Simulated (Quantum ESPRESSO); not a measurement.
# BaCoSO: parallel and opposed starts

A self-consistent run ends on one state, which hangs on the start. Several orders of BaCoSO are started in Quantum ESPRESSO and their energies compared.

Program: Quantum ESPRESSO 7.5. Level of theory: PBEsol with U = 3.5 eV on Co d (ortho-atomic projectors); plane waves with GBRV 1.5 PBEsol potentials, no spin-orbit coupling. Results are calculated unless marked as measured.

## 1. Set-up

The structure is orthorhombic, space group Cmcm (No. 63). Conventional cell: a = 4.035 Å, b = 12.914 Å, c = 6.180 Å, α = 90.00°, β = 90.00°, γ = 90.00°. Nearest to Ba lie 4 O at 2.93 Å and 5 S at 3.24 to 3.93 Å and 7 Co at 3.36 to 3.77 Å. Co has 2 O at 1.97 Å and 2 S at 2.37 Å nearest. S has 2 Co at 2.37 Å and 5 Ba at 3.24 to 3.93 Å nearest. Nearest to O lie 2 Co at 1.97 Å and 4 Ba at 2.93 Å. Farther neighbours and most contacts between anions are not listed.

The cell comes from Materials Project 2023-11-01, a database of computed structures, and need not be the stable phase.

## 2. Start 1: ferro ++

The signs are those of the starting moments on the seeded atoms, the atoms that are given a moment.

Input file pw.in:

```
&CONTROL
  calculation = 'scf'
  prefix = 'pwscf'
  outdir = './tmp'
  pseudo_dir = './pseudo'
  disk_io = 'nowf'
/
&SYSTEM
  ibrav = 0
  nat = 8
  ntyp = 4
  ecutwfc = 40
  ecutrho = 280
  nbnd = 54
  occupations = 'smearing'
  smearing = 'fd'
  degauss = 0.00367493
  nspin = 2
  starting_magnetization(1) = 0
  starting_magnetization(2) = 0.1765
  starting_magnetization(3) = 0
  starting_magnetization(4) = 0
/
&ELECTRONS
  conv_thr = 1.6d-08
  electron_maxstep = 150
  mixing_beta = 0.3
/
ATOMIC_SPECIES
Ba    137.3270 ba_pbesol_v1.uspp.F.UPF
Co     58.9332 co_pbesol_v1.2.uspp.F.UPF
S      32.0600 s_pbesol_v1.4.uspp.F.UPF
O      15.9990 o_pbesol_v1.2.uspp.F.UPF
CELL_PARAMETERS angstrom
   2.0177100000   -6.4568970000    0.0000000000
   2.0177100000    6.4568970000    0.0000000000
   0.0000000000    0.0000000000    6.1795440000
ATOMIC_POSITIONS crystal
Ba      0.6136220000    0.3863780000    0.2500000000
Ba      0.3863780000    0.6136220000    0.7500000000
Co      0.9056390000    0.0943610000    0.2500000000
Co      0.0943610000    0.9056390000    0.7500000000
S       0.3095670000    0.6904330000    0.2500000000
S       0.6904330000    0.3095670000    0.7500000000
O       0.0000000000    0.0000000000    0.5000000000
O       0.0000000000    0.0000000000    0.0000000000
K_POINTS automatic
6 6 6 0 0 0
HUBBARD {ortho-atomic}
U Co-3d 3.5000
```

Launch:

```console
$ OMP_NUM_THREADS=1 mpirun -n 4 pw.x -nk 4 -in pw.in > pw.out
```

The log of the run:

```text
Program PWSCF v.7.5 starts

     Message from routine setup:
     using ibrav=0 with symmetry is DISCOURAGED, use correct ibrav instead

     K-points division:     npool     =       4
     Subspace diagonalization in iterative solution of the eigenvalue problem:

     G-vector sticks info
     --------------------
     sticks:   dense  smooth     PW     G-vecs:    dense   smooth      PW
     Sum        2077    1187    379                85979    37137    6833

     Using Slab Decomposition

     bravais-lattice index     =            0
     lattice parameter (alat)  =      12.7836  a.u.
     unit-cell volume          =    1086.5898 (a.u.)^3
     number of atoms/cell      =            8
     number of atomic types    =            4
     number of electrons       =        78.00
     number of Kohn-Sham states=           54
     kinetic-energy cutoff     =      40.0000  Ry
     charge density cutoff     =     280.0000  Ry
     scf convergence threshold =      1.6E-08
     mixing beta               =       0.3000
     number of iterations used =            8  plain     mixing
     Exchange-correlation= SLA  PW   PSX  PSC
                           (   1   4  10   8   0   0   0)
     Hubbard projectors: ortho-atomic
     Hubbard parameters of DFT+U (Dudarev formulation) in eV:
     U(Co-3d) =  3.5000

     Internal variables: lda_plus_u =T, lda_plus_u_kind = 0

     Internal variables: orbital_resolved =F, hub_pot_fix =F, apply_U = F

     celldm(1)=  12.783641  celldm(2)=   0.000000  celldm(3)=   0.000000
     celldm(4)=   0.000000  celldm(5)=   0.000000  celldm(6)=   0.000000

     crystal axes: (cart. coord. in units of alat)
               a(1) = (   0.298266  -0.954483   0.000000 )
               a(2) = (   0.298266   0.954483   0.000000 )
               a(3) = (   0.000000   0.000000   0.913484 )

     reciprocal axes: (cart. coord. in units 2 pi/alat)
               b(1) = (  1.676359 -0.523844  0.000000 )
               b(2) = (  1.676359  0.523844 -0.000000 )
               b(3) = ( -0.000000  0.000000  1.094710 )

     PseudoPot. # 1 for Ba read from file:
     ba_pbesol_v1.uspp.F.UPF
     Pseudo is Ultrasoft + core correction, Zval = 10.0
     Generated by new atomic code, or converted to UPF format
     Using radial grid of  907 points,  7 beta functions with:
                l(1) =   0
                l(2) =   0
                l(3) =   1
                l(4) =   1
                l(5) =   2
                l(6) =   2
                l(7) =   3
     Q(r) pseudized with  6 coefficients,  rinner =    1.700   1.700   1.700
                                                       1.700   1.700   1.700
                                                       1.700

     PseudoPot. # 2 for Co read from file:
     co_pbesol_v1.2.uspp.F.UPF
     Pseudo is Ultrasoft + core correction, Zval = 17.0
     Generated by new atomic code, or converted to UPF format
     Using radial grid of  863 points,  6 beta functions with:
                l(1) =   0
                l(2) =   0
                l(3) =   1
                l(4) =   1
                l(5) =   2
                l(6) =   2
     Q(r) pseudized with  8 coefficients,  rinner =    1.200   1.200   1.200
                                                       1.200   1.200

     PseudoPot. # 3 for S  read from file:
     s_pbesol_v1.4.uspp.F.UPF
     Pseudo is Ultrasoft + core correction, Zval =  6.0
     Generated by new atomic code, or converted to UPF format
     Using radial grid of  907 points,  6 beta functions with:
                l(1) =   0
                l(2) =   0
                l(3) =   1
                l(4) =   1
                l(5) =   2
                l(6) =   2
     Q(r) pseudized with  8 coefficients,  rinner =    1.300   1.300   1.300
                                                       1.300   1.300

     PseudoPot. # 4 for O  read from file:
     o_pbesol_v1.2.uspp.F.UPF
     Pseudo is Ultrasoft + core correction, Zval =  6.0
     Generated by new atomic code, or converted to UPF format
     Using radial grid of  737 points,  5 beta functions with:
                l(1) =   0
                l(2) =   0
                l(3) =   1
                l(4) =   1
                l(5) =   2
     Q(r) pseudized with  8 coefficients,  rinner =    0.900   0.900   0.900
                                                       0.900   0.900

     atomic species   valence    mass     pseudopotential
     Ba               10.00   137.32700     Ba( 1.00)
     Co               17.00    58.93320     Co( 1.00)
     S                 6.00    32.06000     S ( 1.00)
     O                 6.00    15.99900     O ( 1.00)

     Starting magnetic structure
     atomic species   magnetization
     Ba              0.000
     Co              0.176
     S               0.000
     O               0.000

      8 Sym. Ops., with inversion, found ( 4 have fractional translation)

   Cartesian axes

     site n.     atom                  positions (alat units)
         1        Ba     tau(   1) = (   0.2982655  -0.2169005   0.2283709  )
         2        Ba     tau(   2) = (   0.2982655   0.2169005   0.6851127  )
         3        Co     tau(   3) = (   0.2982655  -0.7743510   0.2283709  )
         4        Co     tau(   4) = (   0.2982655   0.7743510   0.6851127  )
         5        S      tau(   5) = (   0.2982655   0.3635301   0.2283709  )
         6        S      tau(   6) = (   0.2982655  -0.3635301   0.6851127  )
         7        O      tau(   7) = (   0.0000000   0.0000000   0.4567418  )
         8        O      tau(   8) = (   0.0000000   0.0000000   0.0000000  )

     number of k points=    52  Fermi-Dirac smearing, width (Ry)=  0.0037
                       cart. coord. in units 2pi/alat
        k(    1) = (   0.0000000   0.0000000   0.0000000), wk =   0.0046296
        k(    2) = (   0.0000000   0.0000000   0.1824517), wk =   0.0092593
        k(    3) = (   0.0000000   0.0000000   0.3649035), wk =   0.0092593
        k(    4) = (   0.0000000   0.0000000  -0.5473552), wk =   0.0046296
        k(    5) = (   0.2793931   0.0873073   0.0000000), wk =   0.0185185
        [... 47 further k-points ...]

     Dense  grid:    85979 G-vectors     FFT dimensions: (  72,  72,  64)

     Smooth grid:    37137 G-vectors     FFT dimensions: (  54,  54,  48)

     Check: negative core charge=   -0.000013
     Generating pointlists ...
     new r_m :   0.1789 (alat units)  2.2874 (a.u.) for type    1
     new r_m :   0.1200 (alat units)  1.5338 (a.u.) for type    2
     new r_m :   0.1444 (alat units)  1.8464 (a.u.) for type    3
     new r_m :   0.1200 (alat units)  1.5338 (a.u.) for type    4

     Initial potential from superposition of free atoms

     starting charge      75.9723, renormalised to      78.0000

     negative rho (up, down):  9.869E-02 9.870E-02

     STARTING HUBBARD OCCUPATIONS:

     =================== HUBBARD OCCUPATIONS ===================
     ------------------------ ATOM    3 ------------------------
     Tr[ns(  3)] (up, down, total) =   5.00000  2.00000  7.00000
     Atomic magnetic moment for atom   3 =   3.00000
     [... lines left out ...]
     ------------------------ ATOM    4 ------------------------
     Tr[ns(  4)] (up, down, total) =   5.00000  2.00000  7.00000
     Atomic magnetic moment for atom   4 =   3.00000
     [... lines left out ...]
     Number of occupied Hubbard levels =   14.0000

     Atomic wfc used for Hubbard projectors are orthogonalized

     Starting wfcs are   68 randomized atomic wfcs

     Self-consistent Calculation

     iteration #  1     ecut=    40.00 Ry     beta= 0.30
     Davidson diagonalization with overlap
     ethr =  1.00E-02,  avg # of iterations =  3.3

     =================== HUBBARD OCCUPATIONS ===================
     ------------------------ ATOM    3 ------------------------
     Tr[ns(  3)] (up, down, total) =   4.64165  0.68160  5.32325
     Atomic magnetic moment for atom   3 =   3.96006
     [... lines left out ...]
     ------------------------ ATOM    4 ------------------------
     Tr[ns(  4)] (up, down, total) =   4.64165  0.68160  5.32325
     Atomic magnetic moment for atom   4 =   3.96006
     [... lines left out ...]
     Number of occupied Hubbard levels =   10.6465

     negative rho (up, down):  9.429E-02 9.236E-02

     total energy              =    -846.03956977 Ry
     estimated scf accuracy    <      10.22426606 Ry

     total magnetization       =     7.12 Bohr mag/cell
     absolute magnetization    =     8.90 Bohr mag/cell

     iteration #  2     ecut=    40.00 Ry     beta= 0.30
     Davidson diagonalization with overlap
     ethr =  1.00E-02,  avg # of iterations =  2.5

     negative rho (up, down):  9.336E-02 9.164E-02

     total energy              =    -847.60398567 Ry
     estimated scf accuracy    <      21.97292740 Ry

     total magnetization       =     1.06 Bohr mag/cell
     absolute magnetization    =     1.10 Bohr mag/cell

     iteration #  3     ecut=    40.00 Ry     beta= 0.30
     Davidson diagonalization with overlap
     ethr =  1.00E-02,  avg # of iterations =  1.9

     negative rho (up, down):  9.220E-02 9.066E-02

     total energy              =    -849.51199526 Ry
     estimated scf accuracy    <       0.36059598 Ry

     total magnetization       =     6.00 Bohr mag/cell
     absolute magnetization    =     6.24 Bohr mag/cell

     [... further iterations left out ...]

     iteration # 18     ecut=    40.00 Ry     beta= 0.30
     Davidson diagonalization with overlap
     ethr =  2.18E-09,  avg # of iterations =  2.5

     negative rho (up, down):  8.830E-02 8.865E-02

     total energy              =    -849.73152225 Ry
     estimated scf accuracy    <       0.00000073 Ry

     total magnetization       =     6.00 Bohr mag/cell
     absolute magnetization    =     6.03 Bohr mag/cell

     iteration # 19     ecut=    40.00 Ry     beta= 0.30
     Davidson diagonalization with overlap
     ethr =  9.40E-10,  avg # of iterations =  2.0

     negative rho (up, down):  8.830E-02 8.865E-02

     total energy              =    -849.73152309 Ry
     estimated scf accuracy    <       0.00000014 Ry

     total magnetization       =     6.00 Bohr mag/cell
     absolute magnetization    =     6.03 Bohr mag/cell

     iteration # 20     ecut=    40.00 Ry     beta= 0.30
     Davidson diagonalization with overlap
     ethr =  1.82E-10,  avg # of iterations =  2.2

     negative rho (up, down):  8.830E-02 8.865E-02

     total energy              =    -849.73152336 Ry
     estimated scf accuracy    <       0.00000002 Ry

     total magnetization       =     6.00 Bohr mag/cell
     absolute magnetization    =     6.03 Bohr mag/cell

     iteration # 21     ecut=    40.00 Ry     beta= 0.30
     Davidson diagonalization with overlap
     ethr =  2.53E-11,  avg # of iterations =  3.6

     negative rho (up, down):  8.830E-02 8.865E-02

     Magnetic moment per site  (integrated on atomic sphere of radius R)
     atom   1 (R=0.179)  charge=  7.0441  magn=  0.0042
     atom   2 (R=0.179)  charge=  7.0441  magn=  0.0042
     atom   3 (R=0.120)  charge= 14.2238  magn=  2.4018
     atom   4 (R=0.120)  charge= 14.2238  magn=  2.4018
     atom   5 (R=0.144)  charge=  4.0025  magn=  0.0752
     atom   6 (R=0.144)  charge=  4.0025  magn=  0.0752
     atom   7 (R=0.120)  charge=  5.3359  magn=  0.1634
     atom   8 (R=0.120)  charge=  5.3359  magn=  0.1634

     End of self-consistent calculation

     =================== HUBBARD OCCUPATIONS ===================
     ------------------------ ATOM    3 ------------------------
     Tr[ns(  3)] (up, down, total) =   4.93763  2.36493  7.30257
     Atomic magnetic moment for atom   3 =   2.57270
     [... lines left out ...]
     ------------------------ ATOM    4 ------------------------
     Tr[ns(  4)] (up, down, total) =   4.93763  2.36493  7.30257
     Atomic magnetic moment for atom   4 =   2.57270
     [... lines left out ...]
     Number of occupied Hubbard levels =   14.6051

     Number of k-points >= 100: set verbosity='high' to print the bands.

     the Fermi energy is     9.0321 ev

!    total energy              =    -849.73152338 Ry
     estimated scf accuracy    <          3.5E-09 Ry
     smearing contrib. (-TS)   =      -0.00000004 Ry
     internal energy E=F+TS    =    -849.73152333 Ry

     The total energy is F=E-TS. E is the sum of the following terms:
     one-electron contribution =    -608.61114964 Ry
     hartree contribution      =     338.37756873 Ry
     xc contribution           =    -151.12265464 Ry
     ewald contribution        =    -428.49799722 Ry
     Hubbard energy            =       0.12270944 Ry

     total magnetization       =     6.00 Bohr mag/cell
     absolute magnetization    =     6.03 Bohr mag/cell

     convergence has been achieved in  21 iterations

=------------------------------------------------------------------------------=
   JOB DONE.
=------------------------------------------------------------------------------=
```

Wall time 6.9 min (4 MPI ranks of Arm Neoverse V1, shared host); peak memory 1.6 GiB; 28 min of CPU time.

Spin moment in the atom's sphere by atom:

| atom | spin moment in the atom's sphere (μB) |
| --- | --- |
| Ba1 | 0.00 |
| Ba2 | 0.00 |
| Co3 | 2.40 |
| Co4 | 2.40 |
| S5 | 0.08 |
| S6 | 0.08 |
| O7 | 0.16 |
| O8 | 0.16 |

Numbers from this step:

```yaml
smearing_term_ts: 6.04e-7 eV
magnetization: 6 μB
absolute_magnetization: 6.031 μB
final_state: ferromagnetic
```

Spin density in the bc plane of the conventional cell at fractional x = 0.000, with atoms of Ba and Co and S and O within 0.2 Å of it.

Values in e/Å³, 9 rows by 16 columns, each cell a mean:
```
0.1 0.0 0.0 0.0 0.0 0.0 0.0 0.0 0.0 0.0 0.0 0.0 0.0 0.0 0.1 0.1
0.0 0.0 0.0 0.0 0.0 0.0 0.0 0.0 0.0 0.0 0.0 0.0 0.0 0.1 2.4 0.3
0.0 0.0 0.0 0.0 0.0 0.0 0.0 0.0 0.0 0.0 0.0 0.0 0.0 0.1 3.7 0.3
0.1 0.0 0.0 0.0 0.0 0.0 0.0 0.0 0.0 0.0 0.0 0.0 0.0 0.1 0.2 0.1
0.2 0.0 0.0 0.0 0.0 0.0 0.0 0.0 0.0 0.0 0.0 0.0 0.0 0.0 0.0 0.1
0.0 0.5 0.2 0.0 0.0 0.0 0.0 0.0 0.0 0.0 0.0 0.0 0.0 0.0 0.0 0.0
0.0 4.4 0.4 0.0 0.0 0.0 0.0 0.0 0.0 0.0 0.0 0.0 0.0 0.0 0.0 0.0
0.1 1.3 0.3 0.0 0.0 0.0 0.0 0.0 0.0 0.0 0.0 0.0 0.0 0.0 0.0 0.0
0.1 0.0 0.0 0.0 0.0 0.0 0.0 0.0 0.0 0.0 0.0 0.0 0.0 0.0 0.0 0.1
```
Columns run along b (12.9 Å), rows up along c (6.2 Å), edges of the conventional cell, whose origin can differ from the input's. Atoms in or near the plane, at fractional coordinates: Ba at (0.39, 0.25), Ba at (0.61, 0.75), Co at (0.09, 0.25), Co at (0.91, 0.75), S at (0.69, 0.25), S at (0.31, 0.75), O at (0.00, 0.50), O at (0.00, 0.00).

Valence density in the bc plane of the conventional cell at fractional x = 0.000, with atoms of Ba and Co and S and O within 0.2 Å of it. It is the smooth field of the valence electrons, not physical close to the nuclei.

Values in e/Å³, 9 rows by 16 columns, each cell a mean:
```
 3  0  0  0  0  0  0  0  0  0  0  0  0  0  0  2
 0  0  0  0  1  1  0  0  0  1  1  0  0  1 11  2
 0  0  0  0  1  1  0  0  1  1  1  0  0  1 20  3
 2  0  0  0  0  1  0  0  0  1  1  0  0  0  1  1
 4  0  0  0  0  0  0  0  0  0  0  0  0  0  0  3
 1  2  0  0  0  1  1  0  0  0  1  1  0  0  0  1
 1 24  4  0  0  1  0  1  0  0  1  1  0  0  0  0
 1  5  1  0  0  1  1  1  0  0  1  1  0  0  0  0
 4  0  0  0  0  0  0  0  0  0  0  0  0  0  0  3
```
Columns run along b (12.9 Å), rows up along c (6.2 Å), edges of the conventional cell, whose origin can differ from the input's. Atoms in or near the plane, at fractional coordinates: Ba at (0.39, 0.25), Ba at (0.61, 0.75), Co at (0.09, 0.25), Co at (0.91, 0.75), S at (0.69, 0.25), S at (0.31, 0.75), O at (0.00, 0.50), O at (0.00, 0.00).

[end of part 1 of 2]

[Logs and program files are shortened in this print: banners, set-up blocks, solver, clock and traceback lines can be left out without a mark of their own.]

[Logs are printed without paths, hosts, clocks, repeated set-up lines and the standing remarks that a program may print on its own settings, such as how far it seeks lower states.]

[Hosts, paths, dates, database ids (printed as entryN), source tags and the programs' standing remarks are cut or masked in the printed files.]

[Where a cell is said to come from a database of computed structures, the database is the Materials Project.]
